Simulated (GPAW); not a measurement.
# The basis that the transmission of a Si chain with a Sn atom on top of one atom needs, part 2 of 2

How well does a Si chain with a Sn atom on top of one atom conduct at low bias, and how far do basis and functional move the answer?

GPAW 26.7.0; GPAW LCAO, PAW setups; Landauer transmission from Green's functions with principal layers (ASE), zero bias.

So far, transmission at the Fermi level (one spin): step 2 (double-zeta polarised basis, PBE, GPAW) 2.62; step 3 (basis szp(dzp), PBE, GPAW) 2.66; step 4 (basis sz(dzp), PBE, GPAW) 2.65; step 5 (LDA) 2.63.

## 7. The levels side by side

The curves are compared point by point over the common energies.

This step: comparison of transmission and cost over codes and levels (GPAW 26.7.0).

Ladder, by row:

| step | code | T at the Fermi level (sum over the listed spins) | conductance (G0) | r.m.s. T(E) from the first | wall time (s) | peak memory (GiB) | threads |
| --- | --- | --- | --- | --- | --- | --- | --- |
| dzp | GPAW | 2.624 | 2.623 | 0 | 55.74 | 0.82 | 1 |
| szp | GPAW | 2.662 | 2.661 | 0.292 | 46.91 | 0.81 | 1 |
| sz | GPAW | 2.65 | 2.649 | 0.232 | 30.08 | 0.76 | 1 |
| dzp-LDA | GPAW | 2.626 | 2.625 | 0.1329 | 45.56 | 0.82 | 1 |

The transmission, zone mean, sum over the listed spins by energy, zero at the Fermi level:

| energy (eV) | dzp | szp | sz | dzp-LDA |
| --- | --- | --- | --- | --- |
| -2.0000 | 2.2e-11 | 3.4e-11 | 5.7e-11 | 2.5e-11 |
| -1.7500 | 5.2e-11 | 1.2e-10 | 5.4e-10 | 6.4e-11 |
| -1.5000 | 1.9e-9 | 3.5e-9 | 5.8e-9 | 2.9e-9 |
| -1.2500 | 1.28 | 2.5e-6 | 1.66 | 1.24 |
| -1.1000 | 1.62 | 1.68 | 2.08 | 1.53 |
| -1.0000 | 0.804 | 2.06 | 2.21 | 1.59 |
| -0.7500 | 2.31 | 2.39 | 2.43 | 2.33 |
| -0.5000 | 2.51 | 2.55 | 2.56 | 2.51 |
| -0.2500 | 2.60 | 2.64 | 2.63 | 2.60 |
| 0.0000 | 2.62 | 2.66 | 2.65 | 2.63 |
| 0.2500 | 2.60 | 2.64 | 2.63 | 2.59 |
| 0.5000 | 2.53 | 2.59 | 2.57 | 2.51 |
| 0.7500 | 2.41 | 2.50 | 2.46 | 2.38 |
| 1.0000 | 2.19 | 2.35 | 2.28 | 2.13 |
| 1.2500 | 1.76 | 2.05 | 1.93 | 1.67 |
| 1.5000 | 1.71 | 1.59 | 1.59 | 1.77 |
| 1.7500 | 2.15 | 1.92 | 1.99 | 2.16 |
| 2.0000 | 2.21 | 2.19 | 2.23 | 2.19 |

## 8. Broadening 0.001: eta = 0.001

The broadening keeps the Green's functions finite; too large a value absorbs electrons where channels are open and leaks them where none are.

This step: GPAW LCAO, PAW setups; Landauer transmission from Green's functions with principal layers (ASE), zero bias (GPAW 26.7.0).

The input, run.py:

```python
import json
import numpy as np
from ase import Atoms
from ase.transport.calculators import TransportCalculator
from gpaw import GPAW, FermiDirac
from gpaw.lcao.tools import get_lcao_hamiltonian
from scipy.linalg import eigh

# The junction with lead layers at both ends, along the third cell vector
device = Atoms(
    ['Si', 'Si', 'Si', 'Si', 'Si', 'Si', 'Sn', 'Si', 'Si', 'Si', 'Si', 'Si'],
    positions=[
        [4.50000, 4.50000, 1.10000],
        [4.50000, 4.50000, 3.30000],
        [4.50000, 4.50000, 5.50000],
        [4.50000, 4.50000, 7.70000],
        [4.50000, 4.50000, 9.90000],
        [4.50000, 4.50000, 12.10000],
        [6.86960, 4.50000, 12.10000],
        [4.50000, 4.50000, 14.30000],
        [4.50000, 4.50000, 16.50000],
        [4.50000, 4.50000, 18.70000],
        [4.50000, 4.50000, 20.90000],
        [4.50000, 4.50000, 23.10000]],
    cell=[[9.0, 0.0, 0.0], [0.0, 9.0, 0.0], [0.0, 0.0, 24.2]],
    pbc=True)

# One principal layer of the lead: the first 3 atoms of the device
lead = Atoms(
    ['Si', 'Si', 'Si'],
    positions=[
        [4.50000, 4.50000, 1.10000],
        [4.50000, 4.50000, 3.30000],
        [4.50000, 4.50000, 5.50000]],
    cell=[[9.0, 0.0, 0.0], [0.0, 9.0, 0.0], [0.0, 0.0, 6.6]],
    pbc=True)

settings = dict(mode='lcao', basis='dzp', xc='PBE', h=0.2,
                occupations=FermiDirac(0.1), maxiter=250,
                mixer=dict(beta=0.1, nmaxold=8, weight=100.0),
                convergence=dict(density=0.0001))
energies = np.arange(-2, 2 + 1e-9, 0.05)
eta = 0.001
n1, n2 = 1, 1
# k and -k transmit alike, so half of the mesh across the current serves
mesh = [(i, j) for i in range(n1) for j in range(n2) if (i, j) <= (-i % n1, -j % n2)]
weights = np.array([1 if (i, j) == (-i % n1, -j % n2) else 2 for i, j in mesh]) / (n1 * n2)

# [... helper functions left out ...]
fermi_lead = ground_state(lead, (1, 1, 17), 'lead.txt')
fermi_device = ground_state(device, (1, 1, 3), 'device.txt')
# [... loop over the mesh left out, but for ...]
        # Shift the lead onto the potential of the device's first layer
        shift = ((H[:, 0, 0] - H0[:, 0, 0]) / S0[0, 0]).real.mean()
# [...]
kT = 8.617333e-5 * 300
bias = [0.1, 0.2, 0.5, 1.0, 1.5, 2.0]
# [... integrals and printing left out ...]
```

Command:

```
$ OMP_NUM_THREADS=1 OPENBLAS_NUM_THREADS=1 python run.py
```

Output:

```text
basis functions: device 166, principal layer 39
Fermi level: lead -3.9218 eV, device -3.5752 eV; lead shifted by -0.0180 eV
largest coupling past the next layer 5.06e-05 eV, largest misfit of the first layer 0.021 eV
  E-E_F (eV)   T (one spin)  channels
    -2.000    2.1517e-09    0.0000
    -1.950    2.4001e-09    0.0000
    -1.900    2.7474e-09    0.0000
    -1.850    3.2495e-09    0.0000
    -1.800    5.6518e-08    0.0000
    -1.750    5.1739e-09    0.0000
    -1.700    7.0559e-09    0.0000
    -1.650    1.0839e-08    0.0000
    -1.600    2.1845e-08    0.0000
    -1.550    1.7700e-07    0.0000
    -1.500    1.8614e-07    0.0000
    -1.450    3.6350e-07    0.0000
    -1.400    1.3965e-05    0.0000
    -1.350    6.0348e-01    2.0000
    -1.300    1.0453e+00    2.0000
    -1.250    1.2374e+00    2.0000
[...]
1.650    2.0142e+00    3.0000
     1.700    2.0873e+00    3.0000
     1.750    2.1401e+00    3.0000
     1.800    2.1751e+00    3.0000
     1.850    2.1960e+00    3.0000
     1.900    2.2054e+00    3.0000
     1.950    2.2060e+00    3.0000
     2.000    2.1996e+00    3.0000
conductance at 300 K: 2.602 G0 a cell; thermopower -0.006422 uV/K
current from the zero-bias T(E) at 0.1 V: 20.158 uA
current from the zero-bias T(E) at 0.2 V: 40.299 uA
current from the zero-bias T(E) at 0.5 V: 100.47 uA
current from the zero-bias T(E) at 1.0 V: 198.91 uA
current from the zero-bias T(E) at 1.5 V: 292.86 uA
current from the zero-bias T(E) at 2.0 V: 374.06 uA
```

It took 57 s on 1 thread of Arm Neoverse N1, shared host; peak memory 0.82 GiB.

Numbers from this step:

| Quantity | Value |
| --- | --- |
| conductance | 2.602 G₀ |
| largest coupling past the next principal layer | 5.06e-5 eV |
| largest misfit of the first principal layer | 0.02129 eV |
| shift that aligns the lead | -0.01798 eV |
| transmission at the Fermi level (one spin) | 2.603 |

One spin. Transmission, zone mean against energy, zero at the Fermi level:

energy (eV), transmission, zone mean and a bar:
```
    -2.00       0.00 
    -1.90       0.00 
    -1.80       0.00 
    -1.70       0.00 
    -1.55       0.00 
    -1.45       0.00 
    -1.35       0.60 #######
    -1.25       1.24 ##############
    -1.15       1.49 #################
    -1.10       1.58 ##################
    -1.05       1.31 ###############
    -0.90       1.98 #######################
    -0.80       2.21 ##########################
    -0.70       2.34 ###########################
    -0.60       2.42 ############################
    -0.50       2.48 #############################
    -0.40       2.53 #############################
    -0.25       2.58 ##############################
    -0.15       2.59 ##############################
    -0.05       2.60 ##############################
     0.00       2.60 ##############################
     0.05       2.60 ##############################
     0.15       2.59 ##############################
     0.25       2.58 ##############################
     0.40       2.54 #############################
     0.50       2.51 #############################
     0.60       2.47 #############################
     0.70       2.43 ############################
     0.80       2.36 ###########################
     0.90       2.29 ##########################
     1.05       2.11 ########################
     1.15       1.95 ######################
     1.25       1.75 ####################
     1.35       1.59 ##################
     1.45       1.61 ###################
     1.55       1.81 #####################
     1.70       2.09 ########################
     1.80       2.18 #########################
     1.90       2.21 #########################
     2.00       2.20 #########################
```

Crossings of the lead's bands, unfolded to its shortest repeat. Table of open channels, zone mean by energy, zero at the Fermi level:

| energy (eV) | open channels, zone mean |
| --- | --- |
| -2.00 | 0 |
| -1.85 | 0 |
| -1.70 | 0 |
| -1.60 | 0 |
| -1.45 | 0 |
| -1.30 | 2 |
| -1.15 | 2 |
| -1.05 | 2 |
| -0.90 | 3 |
| -0.75 | 3 |
| -0.60 | 3 |
| -0.50 | 3 |
| -0.35 | 3 |
| -0.20 | 3 |
| -0.05 | 3 |
| 0.00 | 3 |
| 0.05 | 3 |
| 0.20 | 3 |
| 0.35 | 3 |
| 0.50 | 3 |
| 0.60 | 3 |
| 0.75 | 3 |
| 0.90 | 3 |
| 1.05 | 3 |
| 1.15 | 3 |
| 1.30 | 3 |
| 1.45 | 3 |
| 1.60 | 3 |
| 1.70 | 3 |
| 1.85 | 3 |
| 2.00 | 3 |

Not self-consistent under bias; the bias window is split evenly. The current through one cell, from the zero-bias transmission by bias:

| bias (V) | current through one cell, from the zero-bias transmission (μA) |
| --- | --- |
| 0.100 | 20.2 |
| 0.200 | 40.3 |
| 0.500 | 100 |
| 1.000 | 199 |
| 1.500 | 293 |
| 2.000 | 374 |

Transmission of the three most open eigenchannels against energy, zero at the Fermi level:

| energy (eV) | channel 1 | channel 2 | channel 3 |
| --- | --- | --- | --- |
| -1.400 | 1.3e-5 | 5.9e-7 | 3.0e-8 |
| -1.200 | 0.870 | 0.504 | 4.8e-7 |
| -1.000 | 0.681 | 0.127 | 0.00234 |
| -0.800 | 0.787 | 0.774 | 0.651 |
| -0.600 | 0.888 | 0.830 | 0.702 |
| -0.400 | 0.925 | 0.861 | 0.743 |
| -0.200 | 0.941 | 0.872 | 0.772 |
| 0.000 | 0.950 | 0.866 | 0.787 |
| 0.200 | 0.955 | 0.845 | 0.787 |
| 0.400 | 0.959 | 0.811 | 0.774 |
| 0.600 | 0.963 | 0.759 | 0.752 |
| 0.800 | 0.966 | 0.722 | 0.676 |
| 1.000 | 0.969 | 0.687 | 0.524 |
| 1.200 | 0.972 | 0.644 | 0.234 |
| 1.400 | 0.974 | 0.591 | 0.00561 |
| 1.600 | 0.976 | 0.523 | 0.421 |
| 1.800 | 0.977 | 0.762 | 0.436 |
| 2.000 | 0.978 | 0.894 | 0.328 |

The conductance, 2.60 G₀, lies 0.8 % below that of the dzp run.

## 9. Potential alignment off

Without the shift, lead and junction are matched by their Fermi levels alone.

run.py: that of step 8 with these lines changed.

```diff
@@ -42,3 +42,3 @@
 energies = np.arange(-2, 2 + 1e-9, 0.05)
-eta = 0.001
+eta = 0.0001
 n1, n2 = 1, 1
@@ -52,4 +52,4 @@
 # [... loop over the mesh left out, but for ...]
-        # Shift the lead onto the potential of the device's first layer
-        shift = ((H[:, 0, 0] - H0[:, 0, 0]) / S0[0, 0]).real.mean()
+        # Lead and device are aligned by their Fermi levels alone
+        shift = 0.0
 # [...]
```

Output:

```text
basis functions: device 166, principal layer 39
Fermi level: lead -3.9218 eV, device -3.5752 eV; lead shifted by 0.0000 eV
largest coupling past the next layer 5.06e-05 eV, largest misfit of the first layer 0.039 eV
  E-E_F (eV)   T (one spin)  channels
    -2.000    2.1572e-11    0.0000
    -1.950    2.3901e-11    0.0000
    -1.900    2.7165e-11    0.0000
    -1.850    3.1889e-11    0.0000
    -1.800    2.2688e-09    0.0000
    -1.750    4.9986e-11    0.0000
    -1.700    6.7710e-11    0.0000
    -1.650    1.0328e-10    0.0000
    -1.600    2.0624e-10    0.0000
    -1.550    1.6110e-09    0.0000
    -1.500    1.5448e-09    0.0000
    -1.450    2.5706e-09    0.0000
    -1.400    5.9960e-08    0.0000
    -1.350    3.1281e-05    0.0000
    -1.300    1.1616e+00    2.0000
    -1.250    1.3448e+00    2.0000
[...]
1.650    2.0274e+00    3.0000
     1.700    2.1002e+00    3.0000
     1.750    2.1524e+00    3.0000
     1.800    2.1866e+00    3.0000
     1.850    2.2075e+00    3.0000
     1.900    2.2169e+00    3.0000
     1.950    2.2175e+00    3.0000
     2.000    2.2113e+00    3.0000
conductance at 300 K: 2.6202 G0 a cell; thermopower 0.009801 uV/K
current from the zero-bias T(E) at 0.1 V: 20.299 uA
current from the zero-bias T(E) at 0.2 V: 40.585 uA
current from the zero-bias T(E) at 0.5 V: 101.23 uA
current from the zero-bias T(E) at 1.0 V: 200.66 uA
current from the zero-bias T(E) at 1.5 V: 295.63 uA
current from the zero-bias T(E) at 2.0 V: 376.25 uA
```

Elapsed: 57 s, on 1 thread; peak memory 0.83 GiB.

Numbers from this step:

```yaml
conductance: 2.620 G₀
largest_misfit_of_the_first_principal_layer: 0.03927 eV
shift_that_aligns_the_lead: 0 eV
transmission_at_the_fermi_level_one_spin: 2.621
```

One spin. Table of transmission, zone mean by energy, zero at the Fermi level:

| energy (eV) | transmission, zone mean |
| --- | --- |
| -2.00 | 2.2e-11 |
| -1.90 | 2.7e-11 |
| -1.80 | 2.3e-9 |
| -1.70 | 6.8e-11 |
| -1.55 | 1.6e-9 |
| -1.45 | 2.6e-9 |
| -1.35 | 3.1e-5 |
| -1.25 | 1.34 |
| -1.15 | 1.51 |
| -1.10 | 1.59 |
| -1.05 | 1.45 |
| -0.90 | 1.93 |
| -0.80 | 2.22 |
| -0.70 | 2.37 |
| -0.60 | 2.46 |
| -0.50 | 2.52 |
| -0.40 | 2.56 |
| -0.25 | 2.60 |
| -0.15 | 2.61 |
| -0.05 | 2.62 |
| 0.00 | 2.62 |
| 0.05 | 2.62 |
| 0.15 | 2.61 |
| 0.25 | 2.60 |
| 0.40 | 2.57 |
| 0.50 | 2.53 |
| 0.60 | 2.49 |
| 0.70 | 2.44 |
| 0.80 | 2.38 |
| 0.90 | 2.30 |
| 1.05 | 2.13 |
| 1.15 | 1.96 |
| 1.25 | 1.76 |
| 1.35 | 1.59 |
| 1.45 | 1.62 |
| 1.55 | 1.82 |
| 1.70 | 2.10 |
| 1.80 | 2.19 |
| 1.90 | 2.22 |
| 2.00 | 2.21 |

Crossings of the lead's bands, unfolded to its shortest repeat. Open channels, zone mean against energy, zero at the Fermi level:

| energy (eV) | open channels, zone mean |
| --- | --- |
| -2.00 | 0 |
| -1.90 | 0 |
| -1.80 | 0 |
| -1.70 | 0 |
| -1.55 | 0 |
| -1.45 | 0 |
| -1.35 | 0 |
| -1.25 | 2 |
| -1.15 | 2 |
| -1.05 | 2 |
| -0.90 | 3 |
| -0.80 | 3 |
| -0.70 | 3 |
| -0.60 | 3 |
| -0.50 | 3 |
| -0.40 | 3 |
| -0.25 | 3 |
| -0.15 | 3 |
| -0.05 | 3 |
| 0.00 | 3 |
| 0.05 | 3 |
| 0.15 | 3 |
| 0.25 | 3 |
| 0.40 | 3 |
| 0.50 | 3 |
| 0.60 | 3 |
| 0.70 | 3 |
| 0.80 | 3 |
| 0.90 | 3 |
| 1.05 | 3 |
| 1.15 | 3 |
| 1.25 | 3 |
| 1.35 | 3 |
| 1.45 | 3 |
| 1.55 | 3 |
| 1.70 | 3 |
| 1.80 | 3 |
| 1.90 | 3 |
| 2.00 | 3 |

Not self-consistent under bias; the bias window is split evenly. The current through one cell, from the zero-bias transmission by bias:

| bias (V) | current through one cell, from the zero-bias transmission (μA) |
| --- | --- |
| 0.100 | 20.3 |
| 0.200 | 40.6 |
| 0.500 | 101 |
| 1.000 | 201 |
| 1.500 | 296 |
| 2.000 | 376 |

The transmission of the three most open eigenchannels by energy, zero at the Fermi level:

| energy (eV) | channel 1 | channel 2 | channel 3 |
| --- | --- | --- | --- |
| -2.00 | 1.1e-11 | 1.1e-11 | 0 |
| -1.85 | 2.2e-11 | 9.7e-12 | 0 |
| -1.70 | 5.9e-11 | 7.8e-12 | 0 |
| -1.60 | 2.0e-10 | 5.5e-12 | 2.0e-12 |
| -1.45 | 2.3e-9 | 1.7e-10 | 1.3e-10 |
| -1.30 | 0.750 | 0.412 | 8.6e-10 |
| -1.15 | 0.960 | 0.551 | 1.1e-8 |
| -1.05 | 0.807 | 0.639 | 4.5e-7 |
| -0.90 | 0.750 | 0.608 | 0.572 |
| -0.75 | 0.821 | 0.814 | 0.670 |
| -0.60 | 0.895 | 0.846 | 0.716 |
| -0.50 | 0.920 | 0.858 | 0.741 |
| -0.35 | 0.940 | 0.869 | 0.767 |
| -0.20 | 0.951 | 0.875 | 0.782 |
| -0.05 | 0.956 | 0.875 | 0.789 |
| 0.00 | 0.958 | 0.874 | 0.790 |
| 0.05 | 0.959 | 0.871 | 0.790 |
| 0.20 | 0.961 | 0.858 | 0.788 |
| 0.35 | 0.963 | 0.834 | 0.782 |
| 0.50 | 0.965 | 0.798 | 0.771 |
| 0.60 | 0.966 | 0.767 | 0.761 |
| 0.75 | 0.969 | 0.741 | 0.705 |
| 0.90 | 0.972 | 0.715 | 0.613 |
| 1.05 | 0.974 | 0.684 | 0.467 |
| 1.15 | 0.976 | 0.661 | 0.323 |
| 1.30 | 0.978 | 0.621 | 0.0630 |
| 1.45 | 0.980 | 0.576 | 0.0627 |
| 1.60 | 0.981 | 0.523 | 0.429 |
| 1.70 | 0.982 | 0.636 | 0.482 |
| 1.85 | 0.983 | 0.813 | 0.412 |
| 2.00 | 0.983 | 0.897 | 0.331 |

The conductance equals that of the dzp run to 0.2 %.

## 10. What came out

| Property | Result |
| --- | --- |
| conductance | 2.62 G₀ |
| transmission at the Fermi level, mean of the spins | 2.62 |
| thermopower | about 0 (under 1.5 μV/K) |
| open channels of the lead there | 3 |

**Reading.** In the dzp basis the junction conducts 2.62 G₀ at 300 K, with T = 2.62 a spin at the Fermi level; the sz basis reaches that conductance within 10 %. The scatterer reflects about 13 % of the incoming channels at the Fermi level. At the Fermi level the three most open eigenchannels pass 0.96, 0.87 and 0.79. Measured against the first run (dzp), the nearest curve is that of dzp-LDA (r.m.s. 0.13) and the farthest that of szp (0.29). Over the compared runs wall time goes from 30 s (sz) to 56 s (dzp), on a shared host. The geometry was built from estimated bond lengths and not relaxed, so the numbers describe this model structure. Spin-orbit coupling is left out, which matters for the heavy atoms here. An evenly spaced straight chain is an idealisation: free chains tend to dimerise, zigzag or, where a band edge lies near the Fermi level, turn magnetic. The currents use the zero-bias T(E) throughout, which holds only while the bias is small against the distance to the nearest feature. The energy step is wider than the thermal energy, so the conductance and thermopower rest on interpolation of T(E).

[Logs are printed without paths, hosts, clocks, repeated set-up lines and the standing remarks that a program may print on its own settings, such as how far it seeks lower states.]

[Hosts, paths, dates, database ids (printed as entryN), source tags and the programs' standing remarks are cut or masked in the printed files.]
